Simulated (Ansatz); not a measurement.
**ZnO (zincite, P6_3mc): lattice thermal conductivity**

Wanted: κ(T), lifetimes and mean free paths for ZnO (zincite).

Experimental results on record:
- thermal conductivity 60 W/m/K near room temperature (given in “Combining the AFLOW GIBBS and Elastic Libraries to efficiently and robustly screen thermo-mechanical properties of solids”, 2017, arXiv:1611.05714)

Method: DFT r2SCAN, scalar-relativistic, plane waves, PAW; PAW set soft_1, in Ansatz 0.2.0.

Report form: the programs' logs are mostly left out.

### 1. Starting point

The structure is hexagonal, space group P6_3mc (No. 186). The conventional cell has a = 3.249 Å, b = 3.249 Å, c = 5.206 Å, α = 90.00°, β = 90.00°, γ = 120.00°. Zn has 4 O at 1.97 to 1.98 Å nearest. Nearest to O lie 4 Zn at 1.97 to 1.98 Å. Farther neighbours and most contacts between anions are not listed.

### 2. A first coarse run

Before spending time, one coarse run tells the gap and the pressure of the starting cell.

Contents of input.yaml:

```yaml
crystal:
  lattice:
    - [3.249308, 0.0, 0.0]
    - [-1.624654, 2.8139832727, 0.0]
    - [0.0, 0.0, 5.205709]
  atoms:
    - { symbol: Zn, position: [0.3333333333, 0.6666666667, 0.5] }
    - { symbol: Zn, position: [0.6666666667, 0.3333333333, 0.0] }
    - { symbol: O, position: [0.6666666667, 0.3333333333, 0.37901] }
    - { symbol: O, position: [0.3333333333, 0.6666666667, 0.87901] }
kpoints:
  mp_grid: { grid: [6, 6, 4] }
hamiltonian:
  xc: r2scan
  pseudopotentials: { kind: paw, azcp: { folder: soft_1 } }
scf:
  occupations: { method: gaussian, width: 0.1 }
  lower_state_search: "off"
output:
  forces: true
  stress: true
  eigenvalues: true
```

Launch:

```
> ansatz run input.yaml --threads 18 --pin off --max-ram 92160MiB --backend cuda --events-out ev --progress --plain --runs-dir out --max-vram 78GiB
```

Run time: 1.3 s. Hardware: 1 × NVIDIA GB200 with 18 threads of Arm Neoverse V2, shared host; peak memory 1.1 GiB; 1.9 s of CPU time.

A gap read on the k-mesh alone can miss the band edges.

This step gave:

| Quantity | Value |
| --- | --- |
| pressure | -1.113 GPa |
| gap on the k-mesh | 1.231 eV |
| volume per atom | 11.90 Å³/atom |

Force by atom:

```
atom  x (eV/Å)  y (eV/Å)  z (eV/Å)    size
 Zn1    0.0000    0.0000   -0.0696  0.0696
 Zn2    0.0000    0.0000   -0.0696  0.0696
  O3    0.0000    0.0000    0.0696  0.0696
  O4    0.0000    0.0000    0.0696  0.0696
```

The start is under -1.1 GPa at this level and looks like an insulator or semiconductor on this mesh.

### 3. Finding the static equilibrium

The vibrations must be taken about the equilibrium of this functional, not about the starting cell, so the structure is relaxed.

input.yaml, the sections that differ from step 2:

```yaml
kpoints:
  mp_grid: { grid: [9, 9, 6] }
scf:
  occupations: { method: gaussian, width: 0.02 }
  lower_state_search: "off"
relax:
  adjacent_minimum: "off"
  f_tol: 0.005
  max_steps: 80
  cell: { stress_tol: 0.05 }
# crystal, hamiltonian, output: as in step 2
```

It took 4.2 s on 1 × NVIDIA GB200 with 18 threads; peak memory 1.1 GiB.

The steps of the relaxation:

```
step  energy less that of the first step (eV)  largest force component (eV/Å)  pressure (GPa)  volume (Å³)
   1                                   0.0000                          0.0697           -1.11        47.60
   2                                  -0.0018                          0.0499           -0.54        47.41
   3                                  -0.0026                          0.0151            0.02        47.23
   4                                  -0.0027                          0.0009            0.03        47.23
   5                                  -0.0027                          0.0000            0.00        47.24
  6*                                  -0.0023                          0.0000            0.00        47.24
```

Relaxation steps marked * repeat the geometry before them on a plane-wave basis chosen anew for their cell, so energy and pressure can jump there.

Forces are held to the 12 operations that the run works with; a distortion that breaks them can't arise in this run.

```
conventional cell, symmetrised  before  after  change
                         a (Å)   3.249  3.235  -0.4 %
                         b (Å)   3.249  3.235  -0.4 %
                         c (Å)   5.206  5.211  +0.1 %
              volume (Å³/atom)   11.90  11.81  -0.8 %
```

The relaxed structure:

```cif
data_structure
_symmetry_space_group_name_H-M 'P 1'
_symmetry_Int_Tables_number 1
_cell_length_a 3.2353
_cell_length_b 3.2353
_cell_length_c 5.2112
_cell_angle_alpha 90.000
_cell_angle_beta 90.000
_cell_angle_gamma 120.000
_cell_volume 47.24
loop_
_atom_site_label
_atom_site_type_symbol
_atom_site_fract_x
_atom_site_fract_y
_atom_site_fract_z
_atom_site_occupancy
Zn1 Zn 0.33333 0.66667 0.49967 1
Zn2 Zn 0.66667 0.33333 0.99967 1
O3 O 0.66667 0.33333 0.37934 1
O4 O 0.33333 0.66667 0.87934 1
```

Numbers from this step:

* pressure: -9.35e-4 GPa
* gap on the k-mesh: 1.235 eV
* volume per atom: 11.81 Å³/atom

The relaxation ends with a largest force component of 1.2e-5 eV/Å and a pressure of 0.00 GPa.

### 4. Relaxing to small residual forces and stress

The relaxation is repeated with tighter thresholds on force and stress, since phonons are sensitive to what is left; a change of mesh or smearing in the input moves the cell too.

input.yaml, the sections that differ from step 3:

```yaml
crystal:
  lattice:
    - [3.2352784346, 0.0, 0.0]
    - [-1.6176392173, 2.8018333127, 0.0]
    - [0.0, 0.0, 5.2112189811]
  atoms:
    - { symbol: Zn, position: [0.3333333333, 0.6666666667, 0.4996715184] }
    - { symbol: Zn, position: [0.6666666667, 0.3333333333, -0.0003284816] }
    - { symbol: O, position: [0.6666666667, 0.3333333333, 0.3793384816] }
    - { symbol: O, position: [0.3333333333, 0.6666666667, 0.8793384816] }
scf:
  occupations: { method: fixed }
  lower_state_search: "off"
relax:
  adjacent_minimum: "off"
  f_tol: 0.001
  max_steps: 60
  cell: { stress_tol: 0.01 }
# kpoints, hamiltonian, output: as in step 3
```

Wall time 2 s (1 × NVIDIA GB200 with 18 threads); peak memory 1.1 GiB; 4.2 s of CPU time.

Little changed from the start: no atom moved by 0.005 Å and no cell edge by 0.1 %.

Numbers from this step:

* pressure: -9.24e-4 GPa

The residual pressure is -9.2e-4 GPa, small enough for phonons.

### 5. Third-order constants and the Boltzmann equation

Pairs of atoms inside the cutoff are displaced in a supercell, the forces give the cubic constants, and these give the three-phonon rates of the Boltzmann equation.

input.yaml, the sections that differ from step 4:

```yaml
output:
  eigenvalues: true
phonons:
  method: fd
  dielectric: true
  supercell: [3, 3, 2]
  temperatures: { t_max: 1000, t_step: 50 }
  qpath:
    path:
      - [[0.0, 0.0, 0.0], [0.5, 0.0, 0.0], [0.33333333, 0.33333333, 0.0], [0.0, 0.0, 0.0], [0.0, 0.0, 0.5], [0.5, 0.0, 0.5], [0.33333333, 0.33333333, 0.5], [0.0, 0.0, 0.5]]
      - [[0.5, 0.0, 0.5], [0.5, 0.0, 0.0]]
      - [[0.33333333, 0.33333333, 0.0], [0.33333333, 0.33333333, 0.5]]
    npoints: 10
  third_order: { supercell: [3, 3, 2], pair_cutoff: 3.385 }
  lattice_thermal_conductivity:
    qmesh: [17, 17, 9]
    temperatures: [100.0, 150.0, 200.0, 300.0, 400.0, 500.0, 600.0, 800.0]
    isotope_mass_variance:
      - { species: O, variance: 3.359e-05 }
      - { species: Zn, variance: 0.0005982 }
# crystal, kpoints, hamiltonian, scf: as in step 4
# relax: removed
```

It took 15 min on 1 × NVIDIA GB200 with 18 threads; peak memory 4.6 GiB; 2.1 h of CPU time.

This step gave:

| Property | Result |
| --- | --- |
| lowest frequency on the path | 0 cm⁻¹ |
| zero-point energy | 0.2354 eV/cell |
| point group | 6mm |
| highest frequency | 564.5 cm⁻¹ |
| Debye temperature from the second moment | 670 K |
| κ at 300 K (relaxation time) | 42.11 W/m/K |
| κ at 300 K (full solution) | 45.24 W/m/K |
| dipole term | run |
| mean free path at half of κ | 82.2 nm |
| share of κ above the three lowest branches | 0.257 |
| third-order blocks | 616 |
| periodic aliases dropped | 24 |
| largest relative sum-rule correction | 0.2686 |
| displaced cells, third order | 244 |

LO-TO term included. The phonon branches at the labelled points (cm⁻¹):

```
    point  branch 1  branch 2  branch 3  branch 4  branch 9  branch 10  branch 11  branch 12
        Γ         0         0         0        92       427        427        543        564
  halfway        63        76       109       160       451        487        523        559
        M        88       124       144       166       477        489        545        548
  halfway       116       129       154       168       481        493        534        540
        K       141       144       144       182       478        518        518        523
  halfway        85        86       130       165       460        494        518        555
        Γ         0         0         0        92       427        427        543        564
  halfway        39        39        86        86       422        422        546        554
        A        69        69        69        69       411        411        551        551
  halfway        95        95       115       115       443        443        545        545
        L       114       114       119       119       455        455        553        553
  halfway       103       103       146       146       479        479        545        545
        H        97        97       165       165       502        502        531        531
  halfway       110       110       114       114       450        450        544        544
        A        69        69        69        69       411        411        551        551
jump to L       114       114       119       119       455        455        553        553
  halfway        98       114       137       144       471        473        548        553
        M        88       124       144       166       477        489        545        548
jump to K       141       144       144       182       478        518        518        523
  halfway       120       120       149       177       485        517        526        526
        H        97        97       165       165       502        502        531        531
```

W/m/K. Kappa, by row:

```
T (K)  RTA xx  RTA yy  RTA zz  full xx  full yy  full zz  coherence part xx  coherence part yy  coherence part zz     ending  iterations  least Ritz value
  100   129.7   129.7   150.3    140.7    140.7    161.8             0.0137             0.0137           0.009842  converged           6             0.778
  150      87      87   97.87    93.99    93.99    105.4             0.0311             0.0311            0.02454  converged           6             0.733
  200    63.6    63.6   70.31    68.54    68.54    75.58            0.05064            0.05064            0.04286  converged           7             0.705
  300    40.9    40.9   44.53       44       44    47.72             0.0851             0.0851            0.07775  converged           7             0.691
  400   30.26   30.26   32.75    32.54    32.54    35.05             0.1122             0.1122             0.1063  converged           7             0.685
  500   24.11   24.11   26.01    25.93    25.93    27.83             0.1345             0.1345             0.1299  converged           7             0.681
  600   20.09   20.09   21.64    21.61    21.61    23.14             0.1537             0.1537             0.1501  converged           7             0.679
  800   15.14   15.14   16.27    16.28    16.28     17.4             0.1864             0.1864             0.1839  converged           7             0.677
```

Lattice thermal conductivity against temperature:

```
temperature (K)  RTA xx (W/m/K)  RTA zz (W/m/K)  full xx (W/m/K)  full zz (W/m/K)
            100             130             150              141              162
            150              87            97.9             94.0              105
            200            63.6            70.3             68.5             75.6
            300            40.9            44.5               44             47.7
            400            30.3            32.8             32.5             35.0
            500            24.1            26.0             25.9             27.8
            600            20.1            21.6             21.6             23.1
            800            15.1            16.3             16.3             17.4
```

The modes has structure finer than the step of the table below, so its rows give means over 25 cm⁻¹, whole bins alone (the curve runs from -10 to 591 cm⁻¹). Peaks (cm⁻¹: height): O 436.2: 0.0609, 545.8: 0.0695; Zn 103.4: 0.0505, 247.1: 0.0471, 436.2: 0.00882.

Phonopy on the run's constants, 21x21x11 mesh, Gaussian sigma 4.3 cm⁻¹. The modes by wavenumber; means over each step; values in 1/cm⁻¹/cell:

```
wavenumber (cm⁻¹)        O       Zn
               25   3.2e-4  0.00135
               50  0.00110  0.00514
               75  0.00285   0.0157
              100  0.00636   0.0436
              125  0.00477   0.0403
              150  0.00288   0.0305
              175  0.00125   0.0137
              200   7.9e-4  0.00662
              225  0.00116   0.0192
              250   7.6e-4   0.0389
              275   2.8e-5  0.00267
              300        0        0
              325        0        0
              350   8.0e-7        0
              375   9.6e-4   2.1e-4
              400  0.00986  0.00199
              425   0.0401  0.00639
              450   0.0441  0.00566
              475   0.0337  0.00310
              500   0.0129   8.4e-4
              525   0.0246   6.4e-4
              550   0.0502  0.00324
              575  0.00125   2.0e-4
```

Distinct triplets, nearest first. Third order norms, by row:

```
   sites  side 1 (Å)  side 2 (Å)  side 3 (Å)  norm of the 27 components (eV/Å³)
Zn-Zn-Zn           0           0           0                              102.9
   O-O-O           0           0           0                              106.8
  Zn-O-O           0        1.97        1.97                              45.54
 Zn-O-Zn           0        1.97        1.97                               45.2
 Zn-Zn-O           0        1.98        1.98                              43.34
  Zn-O-O           0        1.98        1.98                              43.69
 Zn-Zn-O        1.97        1.98        3.21                              0.836
  Zn-O-O        1.97        1.98        3.21                              1.186
Zn-Zn-Zn           0        3.21        3.21                              1.919
Zn-Zn-Zn           0        3.21        3.21                              2.048
   O-O-O           0        3.21        3.21                              2.321
   O-O-O           0        3.21        3.21                              2.289
 Zn-Zn-O        1.97        3.21        3.23                              0.386
  Zn-O-O        1.97        3.21        3.23                              0.231
  Zn-O-O           0        3.23        3.23                              0.776
 Zn-O-Zn           0        3.23        3.23                              0.547
 Zn-Zn-O        1.97        1.97        3.24                              0.851
  Zn-O-O        1.97        1.97        3.24                              1.272
Zn-Zn-Zn        3.21        3.21        3.24                              0.101
Zn-Zn-Zn        3.21        3.21        3.24                              0.108
   O-O-O        3.21        3.21        3.24                              0.104
   O-O-O        3.21        3.21        3.24                              0.365
Zn-Zn-Zn           0        3.24        3.24                               1.73
Zn-Zn-Zn        3.24        3.24        3.24                              0.103
Zn-Zn-Zn        3.24        3.24        3.24                              0.134
   O-O-O           0        3.24        3.24                              2.109
   O-O-O        3.24        3.24        3.24                              0.059
   O-O-O        3.24        3.24        3.24                              0.317
```

Born charge (rows field, columns displacement) (e), principal values of the symmetric part by kind of site:

```
atom  atoms with these values    low  middle   high   mean
 Zn1                        2   2.09    2.09   2.14   2.10
  O3                        2  -2.14   -2.09  -2.09  -2.10
```

In full for Zn1:

```
2.09 0.00 0.00
0.00 2.09 0.00
0.00 0.00 2.14
```

RTA, 300 K. Kappa by branch, by row:

```
branch (by rank)  mean frequency (THz)  mean rms speed (km/s)  median lifetime (ps)  share of kappa
               1                   2.7                   1.69                  17.4           0.228
               2                  3.03                   1.95                  13.6           0.261
               3                  3.76                   1.77                  9.47           0.254
               4                  4.37                   1.97                  5.79           0.105
               5                  6.33                   2.55                  3.73           0.107
               6                  7.32                    1.2                  1.51           0.014
               7                 12.72                   1.23                  1.25           0.003
               8                 13.07                   1.36                  1.54           0.005
               9                 13.78                    1.4                  2.62           0.009
              10                 14.24                   1.77                  2.42           0.013
              11                 16.06                   0.91                  1.12           0.002
              12                 16.46                   0.63                 0.763           0.001
```

Table of spectral kappa at 300 K by frequency; read off at these points; values in W/m/K/THz:

```
frequency (THz)  relaxation time (W/m/K/THz)  full solution (W/m/K/THz)
           0.25                        0.489                      0.492
           1.25                         14.2                       14.8
           1.75                         11.5                       12.2
           2.25                         13.0                       14.1
           2.75                         9.43                       10.3
           3.25                         9.22                       10.2
           4.25                         4.04                       4.36
           4.75                         2.83                       2.96
           5.75                         1.35                       1.43
           6.75                         1.05                       1.22
           7.25                        0.541                      0.643
           8.25                            0                          0
           8.75                            0                          0
           9.75                            0                          0
          10.25                            0                          0
          11.25                       4.3e-4                     1.7e-5
          12.25                       0.0485                     0.0472
          12.75                        0.193                      0.201
          13.75                        0.622                      0.708
          14.25                        0.723                      0.796
          15.25                       0.0471                     0.0500
          15.75                       0.0825                     0.0639
          16.75                      0.00819                    0.00224
```

Relaxation-time solution. Share of κ carried by shorter paths against mean free path:

```
mean free path (nm)  100 K  300 K  800 K
              0.316      0      0  0.002
              0.464      0      0  0.004
                  1      0  0.002  0.015
               1.47      0  0.004  0.026
               2.15      0  0.008  0.048
               4.64  0.001  0.025  0.097
               6.81  0.001  0.043  0.173
                 10  0.003  0.057  0.279
               21.5  0.008  0.193  0.456
               31.6  0.015  0.287  0.574
               46.4  0.045  0.378  0.675
                100   0.19  0.555  0.821
                147  0.256  0.662  0.842
                215  0.308  0.745   0.87
                464  0.474  0.836  0.915
                681  0.596  0.858  0.915
               1000  0.706  0.909      1
               2150  0.809   0.95      1
               3160  0.879      1      1
               4640  0.888      1      1
              10000  0.966      1      1
              14700      1      1      1
```

[end of part 1 of 2]

[Logs are printed without paths, hosts, clocks, repeated set-up lines and the standing remarks that a program may print on its own settings, such as how far it seeks lower states.]

[Hosts, paths, dates, database ids (printed as entryN), source tags and the programs' standing remarks are cut or masked in the printed files.]

[A step with changed settings may run another functional than the one named; its input shows which.]
